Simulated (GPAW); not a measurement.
# Surface energy and work function of Ir(111) from slabs of 3 to 12 layers (PBE)

How do energy and work function of Ir(111) films settle with thickness, and what surface energy follows?

How it was computed: GPAW 26.7.0, plane waves at 450 eV with PAW setups; symmetric 1×1 slabs cut at the tabulated lattice constant (two decimals; low-temperature values for the alkali metals), atoms at bulk places, 7.5 Å of vacuum on each side, one in-plane mesh for all thicknesses, Fermi-Dirac smearing of 0.1 eV. Energies are extrapolated to zero smearing and count from the program's reference atoms. Functional PBE. The cell's area is 6.385 Å².

What came out, but for one run:

| layers | energy (eV) | work function (eV) |
| --- | --- | --- |
| 3 | −26.2663 | 5.42 |
| 4 | −35.7000 | 5.51 |
| 5 | −45.0400 | 5.52 |
| 6 | −54.4013 | 5.50 |
| 7 | −63.7827 | 5.51 |
| 8 | −73.1498 | 5.51 |
| 9 | −82.5138 | 5.51 |
| 10 | −91.8843 | 5.49 |
| 11 | −101.2581 | 5.51 |
| 12 | ? | ? |

To predict: What surface energy do these runs give, and what energy and work function should the 12-layer slab have?

Worked answer. A slab of n layers has E(n) = nε + 2Aγ once its middle is bulk-like. A line through n = 6 to 11 has the slope ε = −9.3701 eV a layer and the intercept 2Aγ = 1.8140 eV (r.m.s. residual 3.9 meV). So γ = 1.8140 / (2 × 6.385 Å²) = 0.1421 eV/Å² = 2.28 J/m², with a standard error of about 0.01 J/m² from the scatter about the line. For 12 layers: 1.8140 + 12 × (−9.3701) = −110.627 eV; the run gives −110.625 eV, 2.2 meV over the line. The work function has no such law: from 6 to 11 layers it moves between 5.49 and 5.51 eV (mean 5.50), and the 12-layer slab gives 5.51 eV. The thinnest slab, 3 layers, lies −0.08 eV from that mean. The measured value for this face is 5.78 eV (“Anisotropic work function of elemental crystals” (2019, arxiv:1902.07811)); the unrelaxed 12-layer slab lies 0.27 eV under it.

Caveats: The surfaces are unrelaxed, so γ is an upper bound for this functional and lattice constant. The tabulated lattice constant isn't the functional's own, which strains the slab a little. Spin-orbit coupling is left out.
